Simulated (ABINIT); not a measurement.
# Quasiparticle gap of LiNbO3 (R3c) in ABINIT

Wanted: ground state, empty states, screening and self-energy for LiNbO3 (R3c).

Main program and level: ABINIT 10.8.3; PBE and many-body steps on it, plane waves.

Report form: the programs' logs are mostly left out.

### Step 1. Starting point

It takes space group R3c (No. 161, trigonal). Conventional cell: a = 5.152 Å, b = 5.152 Å, c = 13.869 Å, α = 90.00°, β = 90.00°, γ = 120.00°. Nearest to Li lie 6 O at 2.07 to 2.24 Å. Nb has 6 O at 1.88 to 2.13 Å nearest. Nearest to O lie 2 Nb at 1.88 to 2.13 Å and 2 Li at 2.07 to 2.24 Å. Farther neighbours and most contacts between anions are not listed.

Coordinates:

```cif
data_structure
_symmetry_space_group_name_H-M 'P 1'
_symmetry_Int_Tables_number 1
_cell_length_a 5.4971
_cell_length_b 5.4971
_cell_length_c 5.4971
_cell_angle_alpha 55.883
_cell_angle_beta 55.883
_cell_angle_gamma 55.883
_cell_volume 106.25
loop_
_atom_site_label
_atom_site_type_symbol
_atom_site_fract_x
_atom_site_fract_y
_atom_site_fract_z
_atom_site_occupancy
Li1 Li 0.28150 0.28150 0.28150 1
Li2 Li 0.78150 0.78150 0.78150 1
Nb3 Nb 0.00006 0.00006 0.00006 1
Nb4 Nb 0.50006 0.50006 0.50006 1
O5 O 0.11231 0.35836 0.71959 1
O6 O 0.71959 0.11231 0.35836 1
O7 O 0.35836 0.71959 0.11231 1
O8 O 0.21959 0.85836 0.61231 1
O9 O 0.85836 0.61231 0.21959 1
O10 O 0.61231 0.21959 0.85836 1
```

The cell and positions come from the Crystallography Open Database and are kept as given unless a step says otherwise.

### Step 2. Ground state

This step: ABINIT 10.8.3; DFT, PBE with spin-orbit coupling, plane waves, norm-conserving pseudopotentials.

The ground-state density comes first.

Contents of run.abi:

```
acell 3*1.0 Angstrom
rprim 
  2.575800000019 1.487138823389 4.623000000000
  -2.575800000018 1.487138823389 4.623000000000
  0.000000000000 -2.974277646779 4.623000000000
ntypat 3
znucl 3 41 8
natom 10
typat 1 1 2 2 3 3 3 3 3 3
xred 
  0.281500000000 0.281500000000 0.281500000000
  0.781500000000 0.781500000000 0.781500000000
  0.000055000000 0.000055000000 0.000055000000
  0.500055000000 0.500055000000 0.500055000000
  0.112310000000 0.358360000000 0.719590000000
  0.719590000000 0.112310000000 0.358360000000
  0.358360000000 0.719590000000 0.112310000000
  0.219590000000 0.858360000000 0.612310000000
  0.858360000000 0.612310000000 0.219590000000
  0.612310000000 0.219590000000 0.858360000000
pp_dirpath "pseudos"
pseudos "Li.upf, Nb.upf, O.upf"
ecut 37
nspinor 2
ngkpt 4 4 4
nshiftk 1
shiftk 0 0 0
kptopt 1
chksymbreak 0
nband 86
occopt 1
tolvrs 1e-08
nstep 60
prtwf 0
optforces 0
optstress 0
indata_prefix "in"
outdata_prefix "out"
tmpdata_prefix "tmp"
```

On the command line:

```
$ OMP_NUM_THREADS=1 mpirun -n 4 abinit run.abi > log
```

It took 10 min on 4 MPI ranks of Arm Neoverse V1, shared host; peak memory 0.78 GiB; 40 min of CPU time.

This step gave:

```
total energy               : -6494.5189 eV
gap                        : 3.578 eV
k of the valence top       : 0, 0, 0
k of the conduction bottom : 0.5, 0.25, 0
least direct gap           : 3.594 eV
```

The gap is indirect, with the least direct gap 0.016 eV higher.

### Step 3. Bands along the symmetry lines

The cheap functional maps the bands first; the places of the edges decide which points the dearer methods must see.

Changes to run.abi since step 2:

```diff
@@ -24,14 +24,45 @@
 nspinor 2
-ngkpt 4 4 4
-nshiftk 1
-shiftk 0 0 0
-kptopt 1
-chksymbreak 0
-nband 86
-occopt 1
-tolvrs 1e-08
-nstep 60
+iscf -2
+irdden 1
+kptopt 0
+nkpt 31
+kpt 
+  0.00000000 0.00000000 0.00000000
+  -0.12500000 -0.12500000 -0.12500000
+  -0.25000000 -0.25000000 -0.25000000
+  -0.37500000 -0.37500000 -0.37500000
+  -0.50000000 -0.50000000 -0.50000000
+  -0.50000000 -0.43391329 -0.56608671
+  -0.50000000 -0.36782657 -0.63217342
+  -0.50000000 -0.30173986 -0.69826014
+  -0.50000000 -0.23565315 -0.76434685
+  -0.23565315 0.23565315 -0.50000000
+  -0.17673986 0.17673986 -0.50000000
+  -0.11782658 0.11782658 -0.50000000
+  -0.05891329 0.05891329 -0.50000000
+  0.00000000 0.00000000 -0.50000000
+  0.00000000 0.00000000 -0.37500000
+  0.00000000 0.00000000 -0.25000000
+  0.00000000 0.00000000 -0.12500000
+  0.00000000 0.00000000 0.00000000
+  0.00000000 0.09195664 -0.09195664
+  0.00000000 0.18391329 -0.18391329
+  0.00000000 0.27586993 -0.27586993
+  0.00000000 0.36782657 -0.36782657
+  -0.36782657 0.00000000 -0.63217343
+  -0.40086993 0.00000000 -0.59913007
+  -0.43391329 0.00000000 -0.56608671
+  -0.46695664 0.00000000 -0.53304336
+  -0.50000000 0.00000000 -0.50000000
+  -0.37500000 0.00000000 -0.37500000
+  -0.25000000 0.00000000 -0.25000000
+  -0.12500000 0.00000000 -0.12500000
+  0.00000000 0.00000000 0.00000000
+istwfk *1
+nband 84
+nbdbuf 6
+tolwfr 1e-08
+nstep 40
 prtwf 0
-optforces 0
-optstress 0
+prtvol 0
 indata_prefix "in"
```

Elapsed: 8.7 min, on 4 MPI ranks; peak memory 1 GiB; 35 min of CPU time.

This step gave:

```
gap                        : 3.547 eV
k of the valence top       : -0.125, -0.125, -0.125
k of the conduction bottom : -0.4009, 0, -0.5991
least direct gap           : 3.594 eV
```

The gap is 3.547 eV, −0.031 eV from the run before at this level.

Electronic bands along the path, in eV, zero at the top of the highest filled band:

```
     point  band 65  band 66  band 67  band 68  band 69  band 70  band 71  band 72
         Γ    -0.03    -0.03    -0.01    -0.01     3.58     3.58     3.61     3.61
   halfway    -0.05    -0.05    -0.03    -0.03     3.97     4.03     4.03     4.03
         T    -0.32    -0.32    -0.31    -0.31     4.64     4.64     4.64     4.64
   halfway    -0.27    -0.27    -0.26    -0.26     4.27     4.27     4.34     4.34
        H2    -0.28    -0.28    -0.26    -0.26     3.89     3.89     3.96     3.96
jump to H0    -0.28    -0.28    -0.26    -0.26     3.89     3.89     3.96     3.96
   halfway    -0.20    -0.20    -0.18    -0.18     3.77     3.77     3.84     3.84
         L    -0.24    -0.24    -0.23    -0.23     3.89     3.89     3.92     3.92
   halfway    -0.22    -0.22    -0.10    -0.09     3.60     3.68     3.74     3.79
         Γ    -0.03    -0.03    -0.01    -0.01     3.58     3.58     3.61     3.61
   halfway    -0.30    -0.30    -0.07    -0.07     3.65     3.73     3.93     3.99
        S0    -0.42    -0.40    -0.12    -0.12     3.55     3.61     4.08     4.12
jump to S2    -0.42    -0.40    -0.12    -0.12     3.55     3.61     4.08     4.12
   halfway    -0.45    -0.42    -0.16    -0.15     3.59     3.63     4.14     4.17
         F    -0.49    -0.49    -0.20    -0.20     3.69     3.69     4.17     4.17
   halfway    -0.31    -0.30    -0.10    -0.09     3.65     3.67     4.13     4.14
         Γ    -0.03    -0.03    -0.01    -0.01     3.58     3.58     3.61     3.61
```

### Step 4. Empty states on the mesh, 4×4×4 mesh, 166 bands

The sums over transitions need many empty states on a uniform mesh; this step solves for them.

Contents of run.abi:

```
acell 3*1.0 Angstrom
rprim 
  2.575800000019 1.487138823389 4.623000000000
  -2.575800000018 1.487138823389 4.623000000000
  0.000000000000 -2.974277646779 4.623000000000
ntypat 3
znucl 3 41 8
natom 10
typat 1 1 2 2 3 3 3 3 3 3
xred 
  0.281500000000 0.281500000000 0.281500000000
  0.781500000000 0.781500000000 0.781500000000
  0.000055000000 0.000055000000 0.000055000000
  0.500055000000 0.500055000000 0.500055000000
  0.112310000000 0.358360000000 0.719590000000
  0.719590000000 0.112310000000 0.358360000000
  0.358360000000 0.719590000000 0.112310000000
  0.219590000000 0.858360000000 0.612310000000
  0.858360000000 0.612310000000 0.219590000000
  0.612310000000 0.219590000000 0.858360000000
pp_dirpath "pseudos"
pseudos "Li.upf, Nb.upf, O.upf"
ecut 37
nspinor 2
ngkpt 4 4 4
nshiftk 1
shiftk 0 0 0
kptopt 1
chksymbreak 0
iscf -2
irdden 1
istwfk *1
nband 166
nbdbuf 14
tolwfr 1e-09
nstep 60
prtvol 0
indata_prefix "in"
outdata_prefix "out"
tmpdata_prefix "tmp"
```

It took 9.3 min on 4 MPI ranks; peak memory 0.91 GiB; 37 min of CPU time.

Numbers from this step:

```
gap                                                           : 3.578 eV
k of the valence top                                          : 0, 0, 0
k of the conduction bottom                                    : 0.5, 0.25, 0
least direct gap                                              : 3.594 eV
k points computed                                             : 13
lowest point of the top converged band, above the valence top : 26.99 eV
```

On this mesh the gap is 3.578 eV.

### Step 5. Screening, 4×4×4 mesh, 152 bands, screening to 81.6 eV

The RPA dielectric matrix is built and inverted for each q.

This step: RPA screening on PBE with spin-orbit coupling, plane waves, norm-conserving pseudopotentials.

Changes to run.abi since step 4:

```diff
@@ -29,10 +29,11 @@
 chksymbreak 0
-iscf -2
-irdden 1
 istwfk *1
-nband 166
-nbdbuf 14
-tolwfr 1e-09
-nstep 60
-prtvol 0
+occopt 1
+irdwfk 1
+optdriver 3
+nband 152
+ecuteps 3
+inclvkb 0
+awtr 1
+symchi 1
 indata_prefix "in"
```

The job ended after 31 min (4 MPI ranks; peak memory 10 GiB).

Numbers from this step:

| Property | Result |
| --- | --- |
| ε∞ with local fields, on this mesh, along the program's q direction | 5.715 |
| the same without local fields | 6.25 |
| plasma frequency | 29.71 eV |
| plane waves in the screening matrix | 175 |

Local fields lower ε∞ by 9 %.

### Step 6. Self-energy, 4×4×4 mesh, 152 bands, screening to 81.6 eV

The self-energy is evaluated for the states that the input lists, and the levels follow from it, in one-shot runs by the linearised quasiparticle equation.

This step: G0W0 on PBE with spin-orbit coupling, plane waves, norm-conserving pseudopotentials.

Changes to run.abi since step 5:

```diff
@@ -32,8 +32,17 @@
 irdwfk 1
-optdriver 3
+optdriver 4
 nband 152
+gwcalctyp 0
+ecutsigx 37
+symsigma 0
+nkptgw 2
+kptgw 
+  0.0000000000 0.0000000000 0.0000000000
+  0.5000000000 0.2500000000 0.0000000000
+bdgw 
+  65 72
+  66 71
 ecuteps 3
-inclvkb 0
-awtr 1
-symchi 1
+irdscr 1
+ppmodel 1
 indata_prefix "in"
```

It took 5.2 min on 4 MPI ranks; peak memory 7.4 GiB.

This step gave:

```yaml
g0w0_gap_on_the_points_computed: 5.397 eV
starting_gap_on_the_mesh: 3.578 eV
k_of_the_valence_top: 0, 0, 0
k_of_the_conduction_bottom: 0.5, 0.25, 0
z_at_the_valence_top: 0.772
z_at_the_conduction_bottom: 0.815
least_direct_g0w0_gap_on_the_computed_points: 5.424 eV
```

The gap on the mesh goes from 3.58 eV to 5.40 eV, a correction of +1.82 eV.

Limits: finite bands, cutoff and mesh; screening head approximate. v1 is the top filled band, c1 the lowest empty one. The levels before and after the correction (eV, zero at the valence-band top of each column):

```
           conduction bottom  valence top
Kohn-Sham               3.58         0.00
     G0W0               5.40         0.00
```

```
                     level  energy (eV)
Kohn-Sham          Γ v4-v3       -0.017
Kohn-Sham          Γ v2-v1        0.000
Kohn-Sham          Γ c1-c2        3.594
Kohn-Sham          Γ c3-c4        3.621
Kohn-Sham  (0.5 0.25 0) v3       -0.302
Kohn-Sham  (0.5 0.25 0) v2       -0.120
Kohn-Sham  (0.5 0.25 0) v1       -0.117
Kohn-Sham  (0.5 0.25 0) c1        3.578
Kohn-Sham  (0.5 0.25 0) c2        3.634
Kohn-Sham  (0.5 0.25 0) c3        4.072
     G0W0          Γ v4-v3       -0.020
     G0W0          Γ v2-v1        0.000
     G0W0          Γ c1-c2        5.425
     G0W0          Γ c3-c4        5.452
     G0W0  (0.5 0.25 0) v3       -0.339
     G0W0  (0.5 0.25 0) v2       -0.154
     G0W0  (0.5 0.25 0) v1       -0.150
     G0W0  (0.5 0.25 0) c1        5.397
     G0W0  (0.5 0.25 0) c2        5.447
     G0W0  (0.5 0.25 0) c3        5.923
```

### Step 7. Where the time went

Times are wall times on 4 MPI ranks of Arm Neoverse V1, shared host, good to a factor of about two.

```
                          step     time  share  memory (GiB)
                  ground state   10 min   16 %          0.78
bands along the symmetry lines  8.7 min   14 %             1
      empty states on the mesh  9.3 min   15 %          0.91
                     screening   31 min   48 %            10
                   self-energy  5.2 min    8 %           7.4
```

### Step 8. Outcome

```json
{"PBE gap": "3.55 eV, indirect (only 47 meV under the direct gap)", "G0W0 gap on the mesh": "5.40 eV", "G0W0 gap over the zone (rigid shift)": "5.37 eV", "GW settings": "4×4×4 mesh, 152 bands, screening to 81.6 eV, Godby-Needs plasmon pole", "known limits": "not at the basis limit; screening head approximate"}
```

G0W0 moves the gap on the mesh from 3.58 eV to 5.40 eV (+1.82 eV), with Z of 0.77 and 0.81 at the edges. The mesh misses the band edges by 0.03 eV in all; a rigid shift gives 5.37 eV for the zone. Local fields lower the RPA ε∞ on this mesh from 6.25 to 5.72. Only 2 of the mesh's irreducible points were corrected, so a valley elsewhere could overtake. The dearest step here is «screening». Bands and cutoff are finite, so the gap is not at the basis limit. The miss can reach some tenths of an eV and take either sign; the mesh is an error of its own. In the G0W0 run levels were corrected at 2 k points alone, so a gap called «on the mesh» is the least over those, and an edge elsewhere would be missed. The long-wavelength limit of the screening leaves out the non-local commutator, which shifts ε∞.

[Paths, hosts, dates, memory and timing lines, banners, echoed tables and standing remarks are left out of the program output.]

[Logs are printed without paths, hosts, clocks, repeated set-up lines and the standing remarks that a program may print on its own settings, such as how far it seeks lower states.]

[Runs of the session that timed out or met a known fault of the program may be left out.]

[Hosts, paths, dates, database ids (printed as entryN), source tags and the programs' standing remarks are cut or masked in the printed files.]

[G0W0 gaps are taken among the corrected bands and points alone; a level outside them can change the order at an edge.]

[Where Ansatz stands beside ABINIT at settings called matched, ABINIT's density can come from a denser mesh and the files from another edition; pairs whose starting gaps differed by over 0.03 eV were left out, so agreement reads better than it is.]
